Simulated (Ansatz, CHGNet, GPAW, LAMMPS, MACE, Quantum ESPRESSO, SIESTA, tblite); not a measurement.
**tblite on amorphous Zn20Hg10Se19S11 (60 atoms): settings against a plane-wave reference**

How near does tblite come to plane waves for amorphous Zn20Hg10Se19S11 (60 atoms)?

Main program and level: tblite 0.8.0; the method is named at each step.

### 1. Starting point

The cell holds 60 atoms: 20 Zn, 10 Hg, 19 Se and 11 S. Cell: a = 11.236 Å, b = 11.236 Å, c = 11.236 Å, α = 90.0°, β = 90.0°, γ = 90.0°. 60 atoms (20 Zn, 10 Hg, 19 Se, 11 S) placed at random at 6.05 g/cm³, melted at 2500 K for 10 ps at fixed volume with the Stillinger-Weber II-VI potential (Zhou et al., Phys. Rev. B 88, 085309 (2013)). Quenched from 2500 K to 500 K at 100 K/ps and fixed volume, held 5 ps.

The yardstick, on the same geometry:

```
method                 : Kohn-Sham DFT, PBE, SSSP efficiency 1.3.0 pseudopotentials, plane waves (Quantum ESPRESSO 7.5); sssp-pbe-1.3.0-efficiency, cutoffs 45/360 Ry, Γ point
r.m.s. force component : 0.5455 eV/Å
longest force          : 2.381 eV/Å
pressure               : 0.2797 GPa
time                   : 5.5 min on 4 MPI ranks of Arm Neoverse V1, shared host
CPU time               : 22 min
```

### 2. GFN1-xTB

Method: GFN1-xTB tight binding, diagonalisation.

Input file run.py:

```python
import numpy as np
from ase.io import read
from tblite.ase import TBLite

atoms = read("structure.xyz")
atoms.calc = TBLite(method="GFN1-xTB", electronic_temperature=580, accuracy=1.0, max_iterations=250, mixer_damping=0.4, verbosity=1)
energy = atoms.get_potential_energy()
forces = atoms.get_forces()
print(f"energy {energy:.6f} eV")
print("forces (eV/A)")
for i, (a, f) in enumerate(zip(atoms, forces)):
    print(f"{i:4d} {a.symbol:2s} {f[0]:10.5f} {f[1]:10.5f} {f[2]:10.5f}")
stress = -atoms.get_stress(voigt=False) * 160.21766
print("stress (GPa, compression positive)")
for row in stress:
    print(" ".join(f"{x:10.4f}" for x in row))
print("charges (e)")
print(np.array2string(atoms.get_charges(), precision=4, suppress_small=True, max_line_width=110, threshold=100000))
```

Input file structure.xyz:

```xyz
60
Lattice="11.23550 0.00000 0.00000 0.00000 11.23550 0.00000 0.00000 0.00000 11.23550" Properties=species:S:1:pos:R:3 pbc="T T T"
Zn 6.90556 2.58967 4.18556
Zn 8.04597 8.37730 7.73441
Zn 5.52618 5.49416 2.59877
Zn 3.08527 4.03894 10.62496
Zn 8.39741 0.59256 9.61736
Zn 8.30764 3.22504 7.61340
Zn 0.59200 1.98644 11.07303
Zn 2.21890 8.94593 6.09402
Zn 9.12547 6.09503 4.35657
Zn 4.73352 1.73420 1.78026
Zn 8.30528 3.96242 1.02872
Zn 9.64163 10.98720 5.77527
Zn 3.41627 0.11820 9.98297
Zn 11.18573 8.81245 3.27537
Zn 5.97976 9.19367 3.90389
Zn 5.56697 5.47798 6.34019
Zn 3.83310 8.08596 8.96481
Zn 3.12246 8.19405 1.34736
Zn 5.78842 0.34347 6.63816
Zn 5.65325 5.82370 9.79309
Hg 2.41721 0.06865 3.49649
Hg 11.16977 2.50540 3.81782
Hg 0.05786 9.10120 9.84410
Hg 1.93700 5.10856 2.43563
Hg 9.47962 5.07182 8.65740
Hg 10.97708 6.16514 0.43133
Hg 1.60409 0.98917 6.88141
Hg 7.11791 8.59471 0.18449
Hg 2.19070 4.65577 7.62441
Hg 9.14997 10.84147 1.81060
Se 0.85570 6.89118 4.57914
Se 9.04772 1.20692 3.81872
Se 6.38660 10.91754 1.96048
Se 10.15611 1.26770 7.79182
Se 7.60115 4.43993 5.53416
Se 2.10845 2.44215 1.79431
Se 0.52751 4.27196 9.75972
Se 10.05049 4.66936 2.58675
Se 4.21399 6.08638 0.70020
Se 3.79771 10.37261 7.52891
Se 3.56581 8.78875 3.74985
Se 9.41625 1.73611 0.20516
Se 4.85587 1.44387 4.76565
Se 7.33453 7.21746 2.75607
Se 9.85926 6.91669 6.88332
Se 7.91878 5.81055 10.65698
Se 3.88085 5.63752 4.58015
Se 2.13025 3.07493 5.29091
Se 1.49612 7.30487 8.12136
S 6.33424 3.48312 2.20148
S 4.47263 9.42467 11.00787
S 6.62883 1.71375 8.53965
S 1.18287 0.25932 9.54838
S 0.78413 8.40314 1.01794
S 8.70268 9.44681 9.69028
S 7.40217 9.91904 5.96605
S 4.67251 4.17084 8.27540
S 5.92763 7.39745 7.82148
S 0.60458 10.50317 5.11069
S 4.44600 1.95374 10.61519
```

The run is started by

```console
> OMP_NUM_THREADS=1 python run.py > output.txt
```

Output:

```text
------------------------------------------------------------
  cycle        total energy    energy error   density error
------------------------------------------------------------
      1     -130.2968030625  -1.2994137E+02   6.2159727E-01
      2     -126.7852593003   3.5115438E+00   4.3439261E-01
      3     -122.8136819311   3.9715774E+00   4.6589260E-01
      4     -129.6847703453  -6.8710884E+00   3.0861404E-01
      5     -130.7582903889  -1.0735200E+00   1.9604927E-01
      6     -131.3777185896  -6.1942820E-01   1.0047708E-01
      7     -131.4728460943  -9.5127505E-02   8.5550400E-02
      8     -131.5366612820  -6.3815188E-02   6.0937268E-02
      9     -131.5590751801  -2.2413898E-02   4.9614247E-02
     10     -131.5610353665  -1.9601864E-03   4.4487051E-02
     11     -131.5940803623  -3.3044996E-02   1.8774993E-02
     12     -131.5950738924  -9.9353006E-04   1.7381980E-02
     13     -131.6004547419  -5.3808495E-03   8.1672134E-03
     14     -131.6020642128  -1.6094710E-03   3.8703934E-03
     15     -131.6023589195  -2.9470661E-04   1.6973735E-03
     16     -131.6024226701  -6.3750673E-05   6.4762162E-04
     17     -131.6024282448  -5.5746761E-06   3.7602325E-04
     18     -131.6024302514  -2.0065571E-06   1.7159796E-04
     19     -131.6024305435  -2.9218248E-07   9.9896307E-05
     20     -131.6024306029  -5.9327022E-08   7.9885206E-05
     21     -131.6024307611  -1.5822133E-07   1.7912624E-05
------------------------------------------------------------
 total:                                   2.552 sec
energy -3581.084545 eV
forces (eV/A)
   0 Zn   -0.04563   -0.46373    0.33136
   1 Zn   -0.13710    0.05612   -0.76283
   2 Zn   -0.14017    0.76704    0.79176
   3 Zn    0.84110   -0.57210   -0.29612
   4 Zn   -0.33384    0.14464   -0.52462
   5 Zn   -0.61326   -1.60791   -0.48370
   6 Zn   -0.32143   -0.13682   -0.26393
   7 Zn    0.08937   -0.68924    0.16179
   8 Zn   -0.10925    0.47385    0.47015
   9 Zn    0.63528   -0.29233   -0.45261
  10 Zn   -0.32233   -0.59481   -0.10897
  11 Zn   -0.92293    0.22771    0.54244
  12 Zn    0.54429   -0.69700   -0.33132
  13 Zn    0.09825   -0.58510    0.57023
  14 Zn    0.73340    0.02837   -0.06803
  15 Zn   -0.47164    0.05874    0.34593
  16 Zn    0.08977    0.42593   -0.23714
  17 Zn    0.57054    0.48100   -0.08183
  18 Zn   -0.08598   -0.06908    0.52483
  19 Zn   -0.30116   -0.05783   -0.74124
  20 Hg    1.12538    0.33638    0.02640
  21 Hg    0.79834    0.81755   -0.02919
  22 Hg    0.27793    0.14218   -0.35241
  23 Hg    0.39399    0.37624    1.21888
[...]
52 S    -0.38756   -0.36178    0.30706
  53 S    -0.50398    0.31448   -0.34183
  54 S     0.52684    0.16414    0.14283
  55 S     0.37717   -0.03929   -0.27403
  56 S    -0.50074    0.65197    0.13699
  57 S    -0.39662   -0.44802    0.42072
  58 S     0.23016   -0.16626   -0.13053
  59 S     0.01868    0.92093    0.61499
stress (GPa, compression positive)
    0.6381     0.7177     0.0323
    0.7177     1.6277    -0.5154
    0.0323    -0.5154     1.3652
charges (e)
[ 0.3099  0.3598  0.303   0.2785  0.3386  0.2179  0.2679  0.2619  0.1998  0.3037  0.2886  0.3055  0.3848
  0.2476  0.2286  0.3075  0.2705  0.3177  0.3091  0.3213  0.0372 -0.0229  0.0637 -0.0433 -0.0272  0.0369
  0.0301  0.038   0.0064  0.0209 -0.1178 -0.1261 -0.1455 -0.1402 -0.1287 -0.0877 -0.089  -0.0947 -0.1233
 -0.1404 -0.1097 -0.1525 -0.1821 -0.2045 -0.1457 -0.1003 -0.1669 -0.0777 -0.1193 -0.3721 -0.3508 -0.3022
 -0.3007 -0.2526 -0.2811 -0.3679 -0.3339 -0.3762 -0.2798 -0.2928]
```

Run time: 3.2 s. Hardware: 1 thread of Arm Neoverse V1, shared host; peak memory 0.12 GiB.

Banners, paths, timers and routine set-up lines are dropped from the logs unmarked, and long logs keep their key lines alone; longer cuts are marked.

Compared with the plane-wave run:

```
r.m.s. force component                  : 0.4993 eV/Å
r.m.s. difference of force components   : 328.8 meV/Å
longest difference of force vectors     : 1346 meV/Å
force difference over r.m.s. force      : 60.28 %
slope of forces against the reference's : 0.7372
correlation of force components         : 0.8054
pressure                                : 1.21 GPa
pressure difference                     : 0.9306 GPa
```

Length of the force difference by element (eV/Å):

```
element  atoms  mean  most
     Hg     10  0.64   1.3
      S     11  0.49   1.3
     Se     19  0.59  0.95
     Zn     20  0.37  0.73
```

A closer look about Zn14, which has 3 bonded neighbours where the commonest count for Zn is 4: 11 atoms, nearest first, numbered in the order of the input, with positions taken from that point.

```
atom      x      y      z  distance (Å)  bonds  Mulliken charge (e)     Fx     Fy  Fz (eV/Å)
Zn14   0.00   0.00   0.00          0.00      3                 0.25   0.10  -0.59       0.57
 S54   0.83  -0.41  -2.26          2.44      4                -0.25  -0.50   0.31      -0.34
Se31   0.91  -1.92   1.30          2.49      3                -0.12  -0.45   0.21      -1.06
 S59   0.65   1.69   1.84          2.58      5                -0.28   0.23  -0.17      -0.13
Hg30  -2.04   2.03  -1.46          3.23      3                 0.02  -0.71   0.32      -0.16
Hg21   2.47   2.49   0.22          3.51      4                 0.04   1.13   0.34       0.03
 Zn9  -2.06  -2.72   1.08          3.58      4                 0.20  -0.11   0.47       0.47
 Zn8   2.27   0.13   2.82          3.62      5                 0.26   0.09  -0.69       0.16
Se41   3.62  -0.02   0.47          3.65      4                -0.11   0.01   0.61      -0.12
Zn12  -1.54   2.17   2.50          3.66      4                 0.31  -0.92   0.23       0.54
Zn18   3.17  -0.62  -1.93          3.76      4                 0.32   0.57   0.48      -0.08
```

Atoms are counted from 1 here, from 0 in the log.

Forces lie 60 % from the reference's, at 0.0024 times its CPU time (on 1 against 4 cores).

### 3. Results

```json
{
  "force difference from the reference": "tblite GFN1-xTB, 60 %",
  "its CPU time": "3.2 s"
}
```

Tight binding differs by 60 % (tblite GFN1-xTB); it is another model, with fitted parameters of its own, and the xTB methods hold dispersion. One electronic-structure run takes under half the reference's CPU time: tblite GFN1-xTB, at 60 % in 3.2 s against 22 min, too far off to be of use. Periodic xTB results under one method name differ between programs and library versions. The reference's pressure holds the uncorrected Pulay stress of its 45 Ry basis, so small pressure differences, and their order, may be the reference's own error. The quench rate of 100 K/ps is many orders above laboratory rates, so the cell is likely richer in defects and strain than a real sample. The network of bonds at the start is that of the classical potential that made the cell, and needn't be the one that DFT or experiment would give. The electronic-structure runs sample only Γ, in a cell whose shortest periodic width is 11 Å, which is coarse for a cell with partly filled levels. Spin–orbit coupling is left out, which matters for the levels of the heavy elements.

[Also dropped from logs without a mark: logging warnings of Python, and SIESTA's first energy breakdown and zero terms.]

[Logs are printed without paths, hosts, clocks, repeated set-up lines and the standing remarks that a program may print on its own settings, such as how far it seeks lower states.]

[Hosts, paths, dates, database ids (printed as entryN), source tags and the programs' standing remarks are cut or masked in the printed files.]
